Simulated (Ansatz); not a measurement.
**MgI2 monolayer (1T): phonons and vibrational spectra**

Task: relax MgI2 monolayer (1T), then find its harmonic phonons.

Calculated with Ansatz 0.2.0; DFT LDA, scalar-relativistic, plane waves, PAW.

Most raw output is cut from this account.

## Step 1: The structure

The cell holds 3 atoms: 1 Mg and 2 I. Cell: a = 4.150 Å, b = 4.150 Å, c = 20.000 Å, α = 90.0°, β = 90.0°, γ = 120.0°. Vacuum lies along c.

## Step 2: Bringing the structure to rest

The cell and atoms are relaxed, since residual forces and stress would shift the frequencies.

The program solves this slab on a cell height of its own, 30.4 Å, in place of the one typed.

Contents of input.yaml:

```yaml
crystal:
  lattice:
    - [4.15, 0.0, 0.0]
    - [-2.075, 3.59401, 0.0]
    - [0.0, 0.0, 20.0]
  atoms:
    - { symbol: Mg, position: [0.0, 0.0, 0.5] }
    - { symbol: I, position: [0.333333, 0.666667, 0.5825] }
    - { symbol: I, position: [0.666667, 0.333333, 0.4175] }
  periodic: [true, true, false]
kpoints:
  mp_grid: { grid: [6, 6, 1] }
hamiltonian:
  xc: lda
scf:
  occupations: { method: gaussian, width: 0.02 }
output:
  forces: true
  stress: true
  eigenvalues: true
relax:
  adjacent_minimum: "off"
  f_tol: 0.005
  max_steps: 80
  cell: { stress_2d_tol: 0.02 }
```

Run with:

```console
$ ansatz run input.yaml --threads 4 --pin off --max-ram 14336MiB --backend cpu --events-out ev --progress --plain --runs-dir out
```

Wall time 4.8 s (4 threads of Intel Xeon 6975P-C (Granite Rapids), shared host); peak memory 0.77 GiB.

Step by step:

```
step  energy less that of the first step (eV)  largest force component (eV/Å)  volume (Å³)
   1                                   0.0000                          0.1134       453.42
   2                                  -0.0116                          0.0408       445.98
   3                                  -0.0168                          0.0010       435.54
   4                                  -0.0168                          0.0000       436.43
  5*                                  -0.0161                          0.0000       436.43
```

Relaxation steps marked * repeat the geometry before them on a plane-wave basis chosen anew for their cell, so energy and pressure can jump there.

Forces are held to the 12 operations that the run works with; a distortion that breaks them can't arise in this run.

| cell as run | before | after | change |
| --- | --- | --- | --- |
| a (Å) | 4.150 | 4.071 | -1.9 % |
| b (Å) | 4.150 | 4.071 | -1.9 % |

The relaxed structure:

```
Mg I
1.0
     4.07149    0.00000    0.00000
    -2.03575    3.52602    0.00000
     0.00000    0.00000   30.40000
Mg I
1 2
Cartesian
  0.0000 0.0000 10.0000
  0.0000 2.3507 11.6559
  2.0357 1.1753 8.3441
```

Numbers from this step:

```
gap on the k-mesh  : 3.524 eV
direct gap on mesh : 4.048 eV
area per atom      : 4.785 Å²
```

The relaxation ends with a largest force component of 2.2e-5 eV/Å.

## Step 3: Tight relaxation

Phonons need a cell at rest on their own settings, so the relaxation is repeated with tight tolerances on forces and stress on the k mesh and occupations of the first response run.

Contents of input.yaml:

```yaml
crystal:
  lattice:
    - [4.071492594, 0.0, 0.0]
    - [-2.035746297, 3.5260160177, 0.0]
    - [0.0, 0.0, 30.4]
  atoms:
    - { symbol: Mg, position: [0.0, 0.0, 0.3289473684] }
    - { symbol: I, position: [0.3333333333, 0.6666666667, 0.383416156] }
    - { symbol: I, position: [0.6666666667, 0.3333333333, 0.2744785809] }
  periodic: [true, true, false]
kpoints:
  mp_grid: { grid: [6, 6, 1] }
hamiltonian:
  xc: lda
scf:
  occupations: { method: fixed }
output:
  forces: true
  stress: true
  eigenvalues: true
relax:
  adjacent_minimum: "off"
  f_tol: 0.001
  max_steps: 60
  cell: { stress_2d_tol: 0.002 }
```

Run time: 3.3 s. Hardware: 4 threads; peak memory 0.76 GiB.

Little changed from the start: no atom moved by 0.005 Å and no cell edge by 0.1 %.

The largest force component left is 0.14 meV/Å, within the tolerances set.

## Step 4: Linear response at the zone centre

The zone centre comes first: it holds the modes that light can see, as far as symmetry allows. The response to a homogeneous field gives the Born charges and the dielectric tensor, and its change with displacement the Raman tensors.

Contents of input.yaml:

```yaml
crystal:
  lattice:
    - [4.0713661588, 0.0, 0.0]
    - [-2.0356830794, 3.5259065216, 0.0]
    - [0.0, 0.0, 30.4]
  atoms:
    - { symbol: Mg, position: [0.0, 0.0, 0.3289473684] }
    - { symbol: I, position: [0.3333333333, 0.6666666667, 0.3834184131] }
    - { symbol: I, position: [0.6666666667, 0.3333333333, 0.2744763238] }
  periodic: [true, true, false]
kpoints:
  mp_grid: { grid: [6, 6, 1] }
hamiltonian:
  xc: lda
scf:
  occupations: { method: fixed }
output:
  eigenvalues: true
phonons:
  method: dfpt
  dielectric: true
  raman: true
```

It took 6.6 min on 4 threads; peak memory 3.8 GiB.

Numbers from this step:

| Quantity | Value |
| --- | --- |
| sum-rule residual before enforcement | 3.20e-5 eV/Å² |
| miss of the charge sum rule | 7.00e-4 e |
| estimated error of the dielectric tensor | 0.003658 |
| estimated error of the Born charges | 0.01795 e |
| point group | -3m |
| highest optical mode at the zone centre (no LO-TO term) | 296.8 cm⁻¹ |
| lowest optical zone-centre mode | 64.64 cm⁻¹ |
| largest Born charge (third of the trace) | 1.759 e |

Without the LO-TO term. Patterns of degenerate modes are one choice out of their space. The modes at Γ (shares of kinetic energy by element, %):

```csv
mode,frequency (cm⁻¹),symmetry,Mg %,I %
1,0.0,acoustic,9,91
2,0.0,acoustic,9,91
3,0.0,acoustic,9,91
4,64.6,Eg,0,100
5,64.6,Eg,0,100
6,106.4,A1g,0,100
7,185.3,Eu,91,9
8,185.3,Eu,91,9
9,296.8,A2u,91,9
```

Displacements in mode 5 (64.6 cm⁻¹), the largest set to 1:
```
Mg1  0.00  0.00  0.00
I2   0.59 -1.00  0.00
I3  -0.59  1.00  0.00
```

Displacements in mode 6 (106.4 cm⁻¹), the largest set to 1:
```
Mg1  0.00  0.00  0.00
I2   0.00  0.00 -1.00
I3   0.00  0.00  1.00
```

High-frequency dielectric tensor, averaged over the cell of height 30.4 Å or as lengthened by the program, vacuum included. Tensor:

|  | x | y | z |
| --- | --- | --- | --- |
| x | 1.807 | 0 | 0 |
| y | 0 | 1.807 | 0 |
| z | 0 | 0 | 1.172 |

Born charge (rows field, columns displacement) (e), principal values of the symmetric part by kind of site:

```csv
atom,atoms with these values,low,middle,high,mean
Mg1,1,0.39,2.44,2.44,1.76
I2,2,-1.22,-1.22,-0.19,-0.88
```

In full for Mg1:

```
2.44 0.00 0.00
0.00 2.44 0.00
0.00 0.00 0.39
```

Transverse modes. Lines of the infrared spectrum (strongest = 100):

```
position (cm⁻¹)  label  relative intensity
             65     Eg                 0.0
            106    A1g                 0.0
            185     Eu                 100
            297    A2u                 1.3
```

Activity x (w_L - w)^4 (n + 1)/w, 532 nm, 300 K. Lines of the Raman spectrum (strongest = 100):

```
position (cm⁻¹)  label  relative intensity
             65     Eg                 1.5
            106    A1g                 100
            185     Eu                 0.0
            297    A2u                 0.0
```

Before it was imposed, the acoustic sum rule was missed by 3.2e-5 eV/Å² and the charge sum rule by 7.0e-4 e. Small misses are needed for a sound result but don't prove that mesh and cutoff are converged. The lowest optical mode is real, 64.6 cm⁻¹.

## Step 5: Phonons on a q mesh

Stability and thermal properties need the whole zone. Linear response on a 3×3×1 q mesh gives force constants as far as a supercell of that size would, and the tensors from the zone-centre run are typed in so that the long-range dipole term is interpolated apart.

input.yaml, the sections that differ from step 4:

```yaml
phonons:
  method: dfpt
  qmesh: [3, 3, 1]
  temperatures: { t_max: 1000, t_step: 50 }
  qpath:
    path:
      - [0.0, 0.0, 0.0]
      - [0.5, 0.0, 0.0]
      - [0.33333333, 0.33333333, 0.0]
      - [0.0, 0.0, 0.0]
    npoints: 10
  isolated: true
  non_analytic_term:
    high_frequency_dielectric_tensor: [[1.8074, 0.0, 0.0], [0.0, 1.8074, 0.0], [0.0, 0.0, 1.1717]]
    born_effective_charges:
      - { species: Mg, tensor: [[2.4441, 0.0, 0.0], [0.0, 2.4441, 0.0], [0.0, 0.0, 0.3896]] }
      - { species: I, tensor: [[-1.222, 0.0, 0.0], [0.0, -1.222, 0.0], [0.0, 0.0, -0.1948]] }
      - { species: I, tensor: [[-1.222, 0.0, 0.0], [0.0, -1.222, 0.0], [0.0, 0.0, -0.1948]] }
    source: "zone-centre run at this cell"
# crystal, kpoints, hamiltonian, scf, output: as in step 4
```

Run time: 68 s. Hardware: 4 threads; peak memory 1.4 GiB.

Numbers from this step:

| Quantity | Value |
| --- | --- |
| sum-rule residual before enforcement | 2.95e-5 eV/Å² |
| lowest frequency on the path | -6.759 cm⁻¹ |
| highest frequency on the path or at a solved wavevector | 296.8 cm⁻¹ |
| lowest mode on the q mesh (acoustic modes at Γ apart) | 40.46 cm⁻¹ |

Frequencies (cm⁻¹) solved at each irreducible wavevector; negative means imaginary. Frequencies by wavevector, by row:

```
q in reciprocal lattice units  star  mode 1  mode 2  mode 3  mode 4  mode 5  mode 6  mode 7  mode 8  mode 9
                        0 0 0     1       0       0       0    64.6    64.6   106.4   185.3   185.3   296.8
                   0 0.3333 0     6    40.5    49.1    67.9    74.8    93.7   102.5   185.7   199.9   261.5
              0.3333 0.3333 0     2    60.5    72.6    72.6      89      89    99.1   182.4     221     221
```

Interpolated from a 3×3×1 q mesh, with the LO-TO term (at Γ the limit along the path; where Γ stands inside the path, tables give the limit on arrival). Phonon branches along the path, in cm⁻¹:

| point | branch 1 | branch 2 | branch 3 | branch 4 | branch 5 | branch 6 | branch 7 | branch 8 | branch 9 |
| --- | --- | --- | --- | --- | --- | --- | --- | --- | --- |
| Γ | 0 | 0 | 0 | 65 | 65 | 106 | 185 | 185 | 297 |
| halfway | 25 | 40 | 64 | 67 | 89 | 102 | 188 | 227 | 258 |
| M | 59 | 61 | 66 | 78 | 88 | 108 | 173 | 181 | 270 |
| halfway | 58 | 70 | 73 | 77 | 89 | 104 | 177 | 194 | 254 |
| K | 60 | 73 | 73 | 89 | 89 | 99 | 182 | 221 | 221 |
| halfway | 30 | 50 | 67 | 74 | 87 | 101 | 185 | 230 | 246 |
| Γ | 0 | 0 | 0 | 65 | 65 | 106 | 185 | 185 | 297 |

Tetrahedra on a 18×18×1 mesh, mean over bins of 5 cm-1. Interpolated from a 3×3×1 q mesh. The phonon density of states by wavenumber; read off at these points:

wavenumber (cm⁻¹), phonon density of states (1/cm⁻¹/cell) and a bar:
```
       -8      0.007 #
        2      0.005 #
        8      0.007 #
       18      0.014 ###
       28      0.020 ####
       32      0.024 #####
       42      0.034 #######
       52      0.053 ##########
       58      0.086 ################
       68      0.129 #########################
       72      0.157 ##############################
       82      0.032 ######
       88      0.118 ######################
       92      0.048 #########
       98      0.002 
      102      0.158 ##############################
      108      0.041 ########
      118      0.000 
      122      0.000 
      132      0.000 
      142      0.000 
      148      0.000 
      158      0.000 
      168      0.000 
      172      0.009 ##
      182      0.060 ###########
      188      0.086 ################
      192      0.015 ###
      198      0.016 ###
      208      0.023 ####
      218      0.012 ##
      222      0.009 ##
      232      0.014 ###
      238      0.019 ####
      248      0.032 ######
      258      0.043 ########
      262      0.030 ######
      272      0.004 #
      282      0.003 #
      288      0.003 #
      298      0.000
```

The partial phonon density of states has structure finer than the step of the table below, so its rows give means over 10 cm⁻¹, whole bins alone (the curve runs from -18.6 to 316 cm⁻¹). Peaks (cm⁻¹: height): I 73.9: 0.147, 88.6: 0.0946, 103.4: 0.121; Mg 187.5: 0.0681, 204.3: 0.0267, 254.8: 0.0336.

Phonopy on the run's constants, 17x17x1 mesh, Gaussian sigma 2.4 cm-1. Interpolated from a 3×3×1 q mesh. Partial phonon density of states against wavenumber; means over each step; values in 1/cm⁻¹/cell:

| wavenumber (cm⁻¹) | I | Mg |
| --- | --- | --- |
| -10 | 0.00539 | 5.0e-4 |
| 0 | 0.00518 | 4.8e-4 |
| 10 | 0.00646 | 6.1e-4 |
| 20 | 0.0136 | 0.00128 |
| 30 | 0.0208 | 0.00193 |
| 40 | 0.0294 | 0.00272 |
| 50 | 0.0450 | 0.00428 |
| 60 | 0.0659 | 0.00547 |
| 70 | 0.126 | 0.00354 |
| 80 | 0.0823 | 0.00233 |
| 90 | 0.0695 | 0.00311 |
| 100 | 0.0743 | 3.3e-4 |
| 110 | 0.0296 | 7.2e-5 |
| 120 | 4.8e-5 | 0 |
| 130 | 0 | 0 |
| 140 | 0 | 0 |
| 150 | 0 | 0 |
| 160 | 1.4e-6 | 8.4e-6 |
| 170 | 0.00190 | 0.0108 |
| 180 | 0.00774 | 0.0555 |
| 190 | 0.00486 | 0.0468 |
| 200 | 0.00178 | 0.0176 |
| 210 | 0.00216 | 0.0231 |
| 220 | 0.00160 | 0.0181 |
| 230 | 8.5e-4 | 0.0108 |
| 240 | 9.1e-4 | 0.0142 |
| 250 | 0.00180 | 0.0275 |
| 260 | 0.00140 | 0.0230 |
| 270 | 0.00108 | 0.0189 |
| 280 | 3.4e-4 | 0.00430 |
| 290 | 2.7e-4 | 0.00283 |
| 300 | 6.1e-5 | 6.4e-4 |
| 310 | 0 | 2.0e-7 |

Symmetry leaves 3 wavevectors to solve. The lowest mode among them, the acoustic zeros apart, lies at q = (0, 0.333, 0) and is real, 40.5 cm⁻¹. Between them the interpolated path dips to 7i cm⁻¹.

## Step 6: Isotope substitution

An isotope changes the mass and not the force constants, so no new electronic calculation is needed; the shifts show which modes move this element.

The same force constants with the mass of Mg changed from 24.305 to 25.983 u (phonopy, no LO-TO term). Both lists are sorted by frequency; levels can cross, so a row need not hold one and the same mode. Modes under 3 cm⁻¹ are left out. Isotope shifts, by row:

```csv
q,rank,natural mass (cm⁻¹),changed mass (cm⁻¹)
0 0 0,4,64.64,64.64
0 0 0,5,64.64,64.64
0 0 0,6,106.4,106.4
0 0 0,7,185.3,179.7
0 0 0,8,185.3,179.7
0 0 0,9,296.8,287.9
0 0.3333 0,1,40.46,40.33
0 0.3333 0,2,49.11,48.98
0 0.3333 0,3,67.94,67.92
0 0.3333 0,4,74.8,74.67
0 0.3333 0,5,93.65,93.61
0 0.3333 0,6,102.5,102.5
0 0.3333 0,7,185.7,180.2
0 0.3333 0,8,199.9,194
0 0.3333 0,9,261.5,253.4
0.3333 0.3333 0,1,60.52,60.27
0.3333 0.3333 0,2,72.56,72.46
0.3333 0.3333 0,3,72.56,72.46
0.3333 0.3333 0,4,88.95,88.86
0.3333 0.3333 0,5,88.95,88.86
0.3333 0.3333 0,6,99.12,99.12
0.3333 0.3333 0,7,182.4,177.2
0.3333 0.3333 0,8,221,214.2
0.3333 0.3333 0,9,221,214.2
```

A mode of this element alone would shift by -3.28 %. The highest zone-centre frequency without the field goes from 296.8 to 287.9 cm⁻¹ (-3.0 %). The product of the frequency ratios over all optical modes at Γ is 0.913; the product rule, (m/m′)^(3k/2) (M′/M)^(3/2) with k = 1 such atoms and M the mass of the cell, gives 0.913.

## Step 7: Outcome

```
space group after relaxation (within 0.01 Å)            : P-3m1
area per atom                                           : 4.79 Å²
gap on the k-mesh                                       : 3.52 eV
highest optical mode at the zone centre (no LO-TO term) : 297 cm⁻¹
lowest optical zone-centre mode                         : 64.6 cm⁻¹
largest Born charge (third of the trace)                : 1.76 e
lowest mode on the q mesh (acoustic modes at Γ apart)   : 40.5 cm⁻¹
highest frequency on the path or at a solved wavevector : 297 cm⁻¹
imaginary modes on the 3×3×1 q mesh                     : none
```

What this shows: No mode is imaginary at the 3 irreducible wavevectors solved, but between them the interpolated path dips to 6.8i cm⁻¹, so stability is not settled. Without the field, the optical modes at Γ span 65 to 297 cm⁻¹. The highest mode in this list at Γ, 296.8 cm⁻¹, is mostly motion of Mg (91 % of the kinetic energy). The strongest infrared line is at 185 cm⁻¹. Averaged over orientations, the strongest Raman line at 532 nm and 300 K is at 106 cm⁻¹. In a sheet or slab the interpolated bending branch near Γ is rough, since the rotational sum rule isn't imposed. Dielectric tensors refer to the cell with its vacuum. Spin-orbit coupling is left out, which can matter for the heavy elements here. The starting cell was built on a prototype and not taken from a measurement. These are harmonic frequencies at zero temperature: anharmonic shifts, linewidths and thermal expansion are left out.

[Logs are printed without paths, hosts, clocks, repeated set-up lines and the standing remarks that a program may print on its own settings, such as how far it seeks lower states.]

[Hosts, paths, dates, database ids (printed as entryN), source tags and the programs' standing remarks are cut or masked in the printed files.]
